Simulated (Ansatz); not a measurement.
Rows from a G0W0 calculation on Diamond (Fd-3m, 2 atoms a cell) (Ansatz 0.2.0; G0W0 on PBE, plane waves, PAW; PAW set soft_1; 10×10×10 mesh, 47 empty bands, screening to 150 eV, PAW set soft_1 files), in eV. Spin-orbit coupling is left out.

```csv
row,k,band,start,Σx,Σc at the solution,Vxc
A,"(0.000, 0.400, 0.400)",c2,19.562,-8.335,-5.215,-14.195
B,"(0.000, 0.400, 0.400)",v1,7.398,-21.096,3.567,-16.534
C,"(0.000, 0.400, 0.400)",c1,17.526,-9.522,-4.800,-14.981
D,Γ,v1,13.347,-20.061,1.709,-17.768
E,Γ,c1,18.939,-10.291,-4.995,-16.387
```

Question: Give the quasiparticle energies and the shift of each level.

The quasiparticle equation reads E = start + Σx + Σc(E) − Vxc.

```csv
row,E (eV),shift (eV)
A,20.207,+0.645
B,6.403,−0.995
C,18.185,+0.659
D,12.763,−0.584
E,20.040,+1.101
```

Limits: not at the basis limit.

[Paths, hosts, dates, memory and timing lines, banners, echoed tables and standing remarks are left out of the program output.]

[Logs are printed without paths, hosts, clocks, repeated set-up lines and the standing remarks that a program may print on its own settings, such as how far it seeks lower states.]

[Runs of the session that timed out or met a known fault of the program may be left out.]

[Cells called generated may have been cut or substituted from an entry of the Crystallography Open Database or the Materials Project.]

[Hosts, paths, dates, database ids (printed as entryN), source tags and the programs' standing remarks are cut or masked in the printed files.]
